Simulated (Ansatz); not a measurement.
# Work function of Zr(0001): what the settings cost and change, part 2 of 2

How thick a slab and how much vacuum does the work function of Zr(0001) need?

Ansatz 0.2.0; plane-wave DFT, PBE, Ansatz PAW.

So far, work function, upper face (eV): step 2 (run, setting 1 layer) 3.98; step 3 (slab, 2 atoms) 4.22; step 4 (slab, 3 atoms) 4.20; step 5 (slab, 4 atoms) 4.18; step 6 (run, 5 atoms) 4.21.

## Step 7: Slab, 6 atoms

System of this step: Zr(0001). The cell holds 6 atoms: 6 Zr. Cell: a = 3.230 Å, b = 3.230 Å, c = 30.863 Å, α = 90.0°, β = 90.0°, γ = 60.0°. Vacuum lies along c.

Contents of input.yaml:

```yaml
crystal:
  lattice:
    - [3.23, 0.0, 0.0]
    - [1.615, 2.7972620542, 0.0]
    - [0.0, 0.0, 30.863475]
  atoms:
    - { symbol: Zr, position: [0.6666666667, 0.6666666667, 0.2916068265] }
    - { symbol: Zr, position: [0.0, 0.0, 0.3749640959] }
    - { symbol: Zr, position: [0.6666666667, 0.6666666667, 0.4583213653] }
    - { symbol: Zr, position: [0.0, 0.0, 0.5416786347] }
    - { symbol: Zr, position: [0.6666666667, 0.6666666667, 0.6250359041] }
    - { symbol: Zr, position: [0.0, 0.0, 0.7083931735] }
kpoints:
  mp_grid: { grid: [15, 15, 1] }
hamiltonian:
  xc: pbe
scf:
  occupations: { method: fermi_dirac, width: 0.1 }
  convergence: { dr2_threshold: 1.0e-09 }
efield:
  axis: 3
  dipole_correction: true
  ramp_position: 0.97
  ramp_width: 0.06
output:
  write_potential: true
  write_density: true
  volumetric_format: npy
```

Launch:

```bash
$ ansatz run input.yaml --threads 2 --pin off --max-ram 3072MiB --backend cpu --events-out ev --progress --plain --runs-dir out
```

Numbers of over 12 decimals in the logs are rounded to 6 here.

The program printed:

```text
[...]
Crystal: 6 atoms, lattice volume = 278.856 Å³
Basis set: ecut = 420 eV, 5539 PW (Γ)
Bands: 44, of which v1, the nominal top of the filled ones, is band 36 counted from 1 (35 counted from 0)
Symmetry: 6 space group operations
k-points: 27 of 225 (time reversal used)
[...]
k-point 0: bands = [... 32 lower, 5.2587, 5.5163, 5.6865, 5.7866, 5.7866, 5.7966, 5.7966, 5.9096, ... 4 higher]
  k-point 1: bands = [... 32 lower, 5.1381, 5.3662, 5.5880, 5.5916, 5.6884, 5.6938, 5.8448, 5.8768, ... 4 higher]
  k-point 2: bands = [... 32 lower, 4.9791, 5.0595, 5.1661, 5.2986, 5.3341, 5.5120, 5.6550, 5.8473, ... 4 higher]
  k-point 26: bands = [... 32 lower, 3.9257, 4.2637, 4.2637, 5.0305, 5.0305, 5.1502, 5.1539, 5.1723, ... 4 higher]
[key lines of the parts left out:]
SCF converged after 10 iterations
Free energy (F): -25101.260718 eV
Fermi energy:    5.011639 eV
Dipole field:    D = 0.000001 V/Å  (p = 0.000001 e·Å, saw-weighted, corrected)
Work function:   Φ+ = 4.1931 eV   Φ− = 4.1931 eV
```

Wall time 27 s (2 threads of Intel Xeon 6975P-C (Granite Rapids), shared host); peak memory 0.7 GiB; 50 s of CPU time.

The work function is 4.193 eV, -0.013 eV from the run “5 layers”, at 1.2 times its CPU time.

## Step 8: Slab, 8 atoms

System of this step: Zr(0001). The cell holds 8 atoms: 8 Zr. Its edges and angles: a = 3.230 Å, b = 3.230 Å, c = 36.009 Å, α = 90.0°, β = 90.0°, γ = 60.0°. Vacuum lies along c.

input.yaml, the sections that differ from step 7:

```yaml
crystal:
  lattice:
    - [3.23, 0.0, 0.0]
    - [1.615, 2.7972620542, 0.0]
    - [0.0, 0.0, 36.008865]
  atoms:
    - { symbol: Zr, position: [0.6666666667, 0.6666666667, 0.2499384527] }
    - { symbol: Zr, position: [0.0, 0.0, 0.321384609] }
    - { symbol: Zr, position: [0.6666666667, 0.6666666667, 0.3928307654] }
    - { symbol: Zr, position: [0.0, 0.0, 0.4642769218] }
    - { symbol: Zr, position: [0.6666666667, 0.6666666667, 0.5357230782] }
    - { symbol: Zr, position: [0.0, 0.0, 0.6071692346] }
    - { symbol: Zr, position: [0.6666666667, 0.6666666667, 0.678615391] }
    - { symbol: Zr, position: [0.0, 0.0, 0.7500615473] }
# kpoints, hamiltonian, scf, efield, output: as in step 7
```

The program printed:

```text
[...]
Crystal: 8 atoms, lattice volume = 325.346 Å³
Basis set: ecut = 420 eV, 6469 PW (Γ)
Bands: 58, of which v1, the nominal top of the filled ones, is band 48 counted from 1 (47 counted from 0)
Symmetry: 6 space group operations
k-points: 27 of 225 (time reversal used)
[...]
k-point 0: bands = [... 44 lower, 6.7802, 7.0160, 7.0315, 7.0315, 7.0468, 7.0468, 7.1087, 7.1473, ... 6 higher]
  k-point 1: bands = [... 44 lower, 6.7147, 6.7979, 6.8481, 6.8872, 6.9391, 7.0233, 7.1023, 7.1236, ... 6 higher]
  k-point 2: bands = [... 44 lower, 6.3734, 6.4130, 6.5195, 6.5724, 6.6883, 6.6960, 6.8233, 7.0705, ... 6 higher]
  k-point 26: bands = [... 44 lower, 5.2137, 5.5473, 5.5473, 6.3046, 6.3046, 6.3824, 6.3824, 6.4368, ... 6 higher]
[key lines of the parts left out:]
SCF converged after 10 iterations
Free energy (F): -33468.966628 eV
Fermi energy:    6.297836 eV
Dipole field:    D = -0.000000 V/Å  (p = -0.000000 e·Å, saw-weighted, corrected)
Work function:   Φ+ = 4.1948 eV   Φ− = 4.1948 eV
```

The job ended after 43 s (2 threads; peak memory 0.9 GiB; 81 s of CPU time).

The work function is 4.195 eV, +0.002 eV from the run “6 layers”, at 1.6 times its CPU time.

## Step 9: Run, 10 atoms

System of this step: Zr(0001). The cell holds 10 atoms: 10 Zr. Its edges and angles: a = 3.230 Å, b = 3.230 Å, c = 41.154 Å, α = 90.0°, β = 90.0°, γ = 60.0°. Vacuum lies along c.

input.yaml, the sections that differ from step 8:

```yaml
crystal:
  lattice:
    - [3.23, 0.0, 0.0]
    - [1.615, 2.7972620542, 0.0]
    - [0.0, 0.0, 41.154255]
  atoms:
    - { symbol: Zr, position: [0.6666666667, 0.6666666667, 0.2186894162] }
    - { symbol: Zr, position: [0.0, 0.0, 0.2812028793] }
    - { symbol: Zr, position: [0.6666666667, 0.6666666667, 0.3437163423] }
    - { symbol: Zr, position: [0.0, 0.0, 0.4062298054] }
    - { symbol: Zr, position: [0.6666666667, 0.6666666667, 0.4687432685] }
    - { symbol: Zr, position: [0.0, 0.0, 0.5312567315] }
    - { symbol: Zr, position: [0.6666666667, 0.6666666667, 0.5937701946] }
    - { symbol: Zr, position: [0.0, 0.0, 0.6562836577] }
    - { symbol: Zr, position: [0.6666666667, 0.6666666667, 0.7187971207] }
    - { symbol: Zr, position: [0.0, 0.0, 0.7813105838] }
# kpoints, hamiltonian, scf, efield, output: as in step 8
```

The program printed:

```text
[...]
Crystal: 10 atoms, lattice volume = 371.835 Å³
Basis set: ecut = 420 eV, 7385 PW (Γ)
Bands: 72, of which v1, the nominal top of the filled ones, is band 60 counted from 1 (59 counted from 0)
Symmetry: 6 space group operations
k-points: 27 of 225 (time reversal used)
[...]
k-point 0: bands = [... 56 lower, 7.9064, 7.9802, 7.9802, 7.9906, 7.9906, 8.0625, 8.0625, 8.0871, ... 8 higher]
  k-point 1: bands = [... 56 lower, 7.8019, 7.8167, 7.8380, 7.8530, 7.9064, 7.9395, 8.0151, 8.0709, ... 8 higher]
  k-point 2: bands = [... 56 lower, 7.3776, 7.4097, 7.4853, 7.5389, 7.6164, 7.6575, 7.7936, 7.9174, ... 8 higher]
  k-point 26: bands = [... 56 lower, 6.1747, 6.5117, 6.5117, 7.2639, 7.2639, 7.3109, 7.3109, 7.4011, ... 8 higher]
[key lines of the parts left out:]
SCF converged after 10 iterations
Free energy (F): -41836.671998 eV
Fermi energy:    7.261999 eV
Dipole field:    D = -0.000000 V/Å  (p = -0.000000 e·Å, saw-weighted, corrected)
Work function:   Φ+ = 4.1945 eV   Φ− = 4.1945 eV
```

Wall time 58 s (2 threads); peak memory 1.2 GiB.

The work function is 4.195 eV, -0.000 eV from the run “8 layers”, at 1.4 times its CPU time.

## Step 10: Slab, 13 atoms

System of this step: Zr(0001). The cell holds 13 atoms: 13 Zr. Its edges and angles: a = 3.230 Å, b = 3.230 Å, c = 48.872 Å, α = 90.0°, β = 90.0°, γ = 60.0°. Vacuum lies along c.

input.yaml, the sections that differ from step 9:

```yaml
crystal:
  lattice:
    - [3.23, 0.0, 0.0]
    - [1.615, 2.7972620542, 0.0]
    - [0.0, 0.0, 48.87234]
  atoms:
    - { symbol: Zr, position: [0.0, 0.0, 0.184153245] }
    - { symbol: Zr, position: [0.6666666667, 0.6666666667, 0.2367943708] }
    - { symbol: Zr, position: [0.0, 0.0, 0.2894354966] }
    - { symbol: Zr, position: [0.6666666667, 0.6666666667, 0.3420766225] }
    - { symbol: Zr, position: [0.0, 0.0, 0.3947177483] }
    - { symbol: Zr, position: [0.6666666667, 0.6666666667, 0.4473588742] }
    - { symbol: Zr, position: [0.0, 0.0, 0.5] }
    - { symbol: Zr, position: [0.6666666667, 0.6666666667, 0.5526411258] }
    - { symbol: Zr, position: [0.0, 0.0, 0.6052822517] }
    - { symbol: Zr, position: [0.6666666667, 0.6666666667, 0.6579233775] }
    - { symbol: Zr, position: [0.0, 0.0, 0.7105645034] }
    - { symbol: Zr, position: [0.6666666667, 0.6666666667, 0.7632056292] }
    - { symbol: Zr, position: [0.0, 0.0, 0.815846755] }
# kpoints, hamiltonian, scf, efield, output: as in step 9
```

The program printed:

```text
[...]
Crystal: 13 atoms, lattice volume = 441.569 Å³
Basis set: ecut = 420 eV, 8779 PW (Γ)
Bands: 94, of which v1, the nominal top of the filled ones, is band 78 counted from 1 (77 counted from 0)
Symmetry: 6 space group operations
k-points: 27 of 225 (time reversal used)
[...]
k-point 0: bands = [... 74 lower, 9.0352, 9.0403, 9.0403, 9.0687, 9.0881, 9.0881, 9.0982, 9.1035, ... 12 higher]
  k-point 1: bands = [... 74 lower, 8.8700, 8.8884, 8.9012, 8.9418, 8.9442, 9.0333, 9.0376, 9.1255, ... 12 higher]
  k-point 2: bands = [... 74 lower, 8.4770, 8.4944, 8.5716, 8.6275, 8.6698, 8.7236, 8.8061, 8.9085, ... 12 higher]
  k-point 26: bands = [... 74 lower, 7.2418, 7.5771, 7.5772, 8.3227, 8.3352, 8.3369, 8.3704, 8.3848, ... 12 higher]
[key lines of the parts left out:]
SCF converged after 10 iterations
Free energy (F): -54388.229326 eV
Fermi energy:    8.327312 eV
Dipole field:    D = 0.000000 V/Å  (p = 0.000001 e·Å, saw-weighted, corrected)
Work function:   Φ+ = 4.1937 eV   Φ− = 4.1938 eV
```

Run time: 95 s. Hardware: 2 threads; peak memory 1.6 GiB; 3.1 min of CPU time.

The work function is 4.194 eV, -0.001 eV from the run “10 layers”, at 1.7 times its CPU time.

## Step 11: Run, 7 atoms

System of this step: Zr(0001). The cell holds 7 atoms: 7 Zr. Its edges and angles: a = 3.230 Å, b = 3.230 Å, c = 25.436 Å, α = 90.0°, β = 90.0°, γ = 60.0°. Vacuum lies along c.

input.yaml, the sections that differ from step 10:

```yaml
crystal:
  lattice:
    - [3.23, 0.0, 0.0]
    - [1.615, 2.7972620542, 0.0]
    - [0.0, 0.0, 25.43617]
  atoms:
    - { symbol: Zr, position: [0.0, 0.0, 0.1965704742] }
    - { symbol: Zr, position: [0.6666666667, 0.6666666667, 0.2977136495] }
    - { symbol: Zr, position: [0.0, 0.0, 0.3988568247] }
    - { symbol: Zr, position: [0.6666666667, 0.6666666667, 0.5] }
    - { symbol: Zr, position: [0.0, 0.0, 0.6011431753] }
    - { symbol: Zr, position: [0.6666666667, 0.6666666667, 0.7022863505] }
    - { symbol: Zr, position: [0.0, 0.0, 0.8034295258] }
# kpoints, hamiltonian, scf, efield, output: as in step 10
```

The program printed:

```text
[...]
Crystal: 7 atoms, lattice volume = 229.820 Å³
Basis set: ecut = 420 eV, 4597 PW (Γ)
Bands: 51, of which v1, the nominal top of the filled ones, is band 42 counted from 1 (41 counted from 0)
Symmetry: 6 space group operations
k-points: 27 of 225 (time reversal used)
[...]
k-point 0: bands = [... 38 lower, 9.1135, 9.5100, 9.5101, 9.5622, 9.5622, 9.5883, 9.5883, 9.6996, ... 5 higher]
  k-point 1: bands = [... 38 lower, 9.0629, 9.2860, 9.3781, 9.3908, 9.5002, 9.5212, 9.6266, 9.6542, ... 5 higher]
  k-point 2: bands = [... 38 lower, 8.8426, 8.9364, 9.0177, 9.0737, 9.1712, 9.2324, 9.4297, 9.6534, ... 5 higher]
  k-point 26: bands = [... 38 lower, 7.7293, 8.0675, 8.0678, 8.8164, 8.8566, 8.8856, 8.9569, 8.9573, ... 5 higher]
[key lines of the parts left out:]
SCF converged after 10 iterations
Free energy (F): -29285.113637 eV
Fermi energy:    8.818530 eV
Dipole field:    D = -0.000000 V/Å  (p = -0.000000 e·Å, saw-weighted, corrected)
Work function:   Φ+ = 4.1553 eV (in doubt: plateau slope 2.0e-1 eV/Å)   Φ− = 4.1654 eV (in doubt: plateau slope 1.4e-1 eV/Å)
```

Wall time 25 s (2 threads); peak memory 0.7 GiB.

The work function is 4.155 eV. The program marks this work function as in doubt.

## Step 12: Run, 7 atoms (run 2)

The cell differs from the one that the last finished run ended in (c 25.436 → 29.436 Å).

input.yaml, the sections that differ from step 11:

```yaml
crystal:
  lattice:
    - [3.23, 0.0, 0.0]
    - [1.615, 2.7972620542, 0.0]
    - [0.0, 0.0, 29.43617]
  atoms:
    - { symbol: Zr, position: [0.0, 0.0, 0.2378026761] }
    - { symbol: Zr, position: [0.6666666667, 0.6666666667, 0.3252017841] }
    - { symbol: Zr, position: [0.0, 0.0, 0.412600892] }
    - { symbol: Zr, position: [0.6666666667, 0.6666666667, 0.5] }
    - { symbol: Zr, position: [0.0, 0.0, 0.587399108] }
    - { symbol: Zr, position: [0.6666666667, 0.6666666667, 0.6747982159] }
    - { symbol: Zr, position: [0.0, 0.0, 0.7621973239] }
# kpoints, hamiltonian, scf, efield, output: as in step 11
```

The program printed:

```text
[...]
Crystal: 7 atoms, lattice volume = 265.960 Å³
Basis set: ecut = 420 eV, 5295 PW (Γ)
Bands: 51, of which v1, the nominal top of the filled ones, is band 42 counted from 1 (41 counted from 0)
Symmetry: 6 space group operations
k-points: 27 of 225 (time reversal used)
[...]
k-point 0: bands = [... 38 lower, 7.3469, 7.7419, 7.7512, 7.7943, 7.7943, 7.8204, 7.8204, 7.9317, ... 5 higher]
  k-point 1: bands = [... 38 lower, 7.2992, 7.5234, 7.6103, 7.6227, 7.7334, 7.7511, 7.8578, 7.8863, ... 5 higher]
  k-point 2: bands = [... 38 lower, 7.0792, 7.1686, 7.2488, 7.3103, 7.3994, 7.4648, 7.6611, 7.8833, ... 5 higher]
  k-point 26: bands = [... 38 lower, 5.9614, 6.2996, 6.2999, 7.0484, 7.0887, 7.1177, 7.1889, 7.1895, ... 5 higher]
[key lines of the parts left out:]
SCF converged after 10 iterations
Free energy (F): -29285.113638 eV
Fermi energy:    7.050607 eV
Dipole field:    D = 0.000001 V/Å  (p = 0.000002 e·Å, saw-weighted, corrected)
Work function:   Φ+ = 4.1919 eV   Φ− = 4.1920 eV
```

The job ended after 30 s (2 threads; peak memory 0.75 GiB; 58 s of CPU time).

The work function is 4.192 eV, +0.037 eV from the run “7 layers, 10 Å of vacuum”, at 1.2 times its CPU time.

## Step 13: Run, 7 atoms (run 3)

The cell differs from the one that the last finished run ended in (c 29.436 → 41.436 Å).

input.yaml, the sections that differ from step 12:

```yaml
crystal:
  lattice:
    - [3.23, 0.0, 0.0]
    - [1.615, 2.7972620542, 0.0]
    - [0.0, 0.0, 41.43617]
  atoms:
    - { symbol: Zr, position: [0.0, 0.0, 0.31373556] }
    - { symbol: Zr, position: [0.6666666667, 0.6666666667, 0.3758237067] }
    - { symbol: Zr, position: [0.0, 0.0, 0.4379118533] }
    - { symbol: Zr, position: [0.6666666667, 0.6666666667, 0.5] }
    - { symbol: Zr, position: [0.0, 0.0, 0.5620881467] }
    - { symbol: Zr, position: [0.6666666667, 0.6666666667, 0.6241762933] }
    - { symbol: Zr, position: [0.0, 0.0, 0.68626444] }
# kpoints, hamiltonian, scf, efield, output: as in step 12
```

The program printed:

```text
[...]
Crystal: 7 atoms, lattice volume = 374.382 Å³
Basis set: ecut = 420 eV, 7483 PW (Γ)
Bands: 51, of which v1, the nominal top of the filled ones, is band 42 counted from 1 (41 counted from 0)
Symmetry: 6 space group operations
k-points: 27 of 225 (time reversal used)
[...]
k-point 0: bands = [... 38 lower, 4.0910, 4.4860, 4.4955, 4.5383, 4.5383, 4.5644, 4.5644, 4.6757, ... 5 higher]
  k-point 1: bands = [... 38 lower, 4.0433, 4.2676, 4.3543, 4.3667, 4.4774, 4.4951, 4.6018, 4.6303, ... 5 higher]
  k-point 2: bands = [... 38 lower, 3.8233, 3.9126, 3.9929, 4.0544, 4.1434, 4.2088, 4.4051, 4.6273, ... 5 higher]
  k-point 26: bands = [... 38 lower, 2.7054, 3.0436, 3.0439, 3.7925, 3.8327, 3.8617, 3.9330, 3.9335, ... 5 higher]
[key lines of the parts left out:]
SCF converged after 10 iterations
Free energy (F): -29285.113620 eV
Fermi energy:    3.794640 eV
Dipole field:    D = 0.000000 V/Å  (p = 0.000000 e·Å, saw-weighted, corrected)
Work function:   Φ+ = 4.1923 eV   Φ− = 4.1923 eV
```

Elapsed: 38 s, on 2 threads; peak memory 0.93 GiB; 74 s of CPU time.

The work function is 4.192 eV, +0.000 eV from the run “7 layers, 14 Å of vacuum”, at 1.3 times its CPU time.

## Step 14: Comparing the runs

Times are for 2 threads of Intel Xeon 6975P-C (Granite Rapids), shared host. Results by setting:

```
no.                   setting  work function, upper face (eV)   time  memory (GiB)
  1                   1 layer                           3.985  4.6 s          0.46
  2                  2 layers                           4.217  7.1 s          0.46
  3                  3 layers                           4.196   13 s          0.48
  4                  4 layers                           4.180   19 s          0.57
  5                  5 layers                           4.206   23 s          0.67
  6                  6 layers                           4.193   27 s           0.7
  7                  8 layers                           4.195   43 s           0.9
  8                 10 layers                           4.195   58 s           1.2
  9                 13 layers                           4.194   95 s           1.6
 10  7 layers, 10 Å of vacuum                           4.155   25 s           0.7
 11  7 layers, 14 Å of vacuum                           4.192   30 s          0.75
 12  7 layers, 26 Å of vacuum                           4.192   38 s          0.93
```

## Step 15: The same run with other settings

System of this step: Zr(0001) monolayer. The cell holds 1 atom: 1 Zr. Cell: a = 3.230 Å, b = 3.230 Å, c = 18.000 Å, α = 90.0°, β = 90.0°, γ = 60.0°. Vacuum lies along c.

An input spoilt on purpose, to show how the run answers: it repeats the earlier run “1 layer” with efield.amplitude to 0 and efield.dipole_correction from true to false, and scf.max_iter set to 60; its output block differs too.

input.yaml, the sections that differ from step 13:

```yaml
crystal:
  lattice:
    - [3.23, 0.0, 0.0]
    - [1.615, 2.7972620542, 0.0]
    - [0.0, 0.0, 18.0]
  atoms:
    - { symbol: Zr, position: [0.6666666667, 0.6666666667, 0.5] }
scf:
  occupations: { method: fermi_dirac, width: 0.1 }
  convergence: { dr2_threshold: 1.0e-09 }
  max_iter: 60
efield:
  axis: 3
  dipole_correction: false
  ramp_position: 0.97
  ramp_width: 0.06
  amplitude: 0
# kpoints, hamiltonian, output: as in step 13
```

The program printed:

```text
Error: invalid value for `efield.amplitude`: is zero with dipole_correction: false — the section would apply nothing; set a non-zero amplitude, enable dipole_correction, or remove the block
```

Elapsed: 0.03 s, on 2 threads; peak memory 0.07 GiB.

The input was rejected at the start.

The program's message: “Error: invalid value for `efield.amplitude`: is zero with dipole_correction: false — the section would apply nothing; set a non-zero amplitude, enable dipole_correction, or remove the block”

The fault put into the input: a field block that applies nothing.

## Step 16: Summary of results

| Property | Result |
| --- | --- |
| work function, 1 layer | 3.985 eV |
| work function, 2 layers | 4.217 eV |
| work function, 6 layers | 4.193 eV |
| work function, 13 layers | 4.194 eV |

The thickest slab gives 4.19 eV, and the settings tried spread the value from 3.98 to 4.22 eV. At 18 Å of vacuum, the slabs from 2 layers on stay within 0.03 eV of the thickest. Going from 10 to 26 Å of vacuum moves it by 0.037 eV. The program marks the value as in doubt in “7 layers, 10 Å of vacuum”. The ladder's slabs use the tabulated experimental lattice constant (two decimals; a low-temperature value for the alkali metals). In 2 runs of the series (7 layers, 10 Å of vacuum and 7 layers, 14 Å of vacuum) the program warns that electrons reach the sawtooth's ramp, which makes dipole and work function less sure.

[Logs are printed without paths, hosts, clocks, repeated set-up lines and the standing remarks that a program may print on its own settings, such as how far it seeks lower states.]

[Hosts, paths, dates, database ids (printed as entryN), source tags and the programs' standing remarks are cut or masked in the printed files.]

[Maps of the electrostatic potential energy from Ansatz leave out the sawtooth potential of an applied field or a dipole correction, so their vacuum need not be flat; planar profiles and work functions include it.]
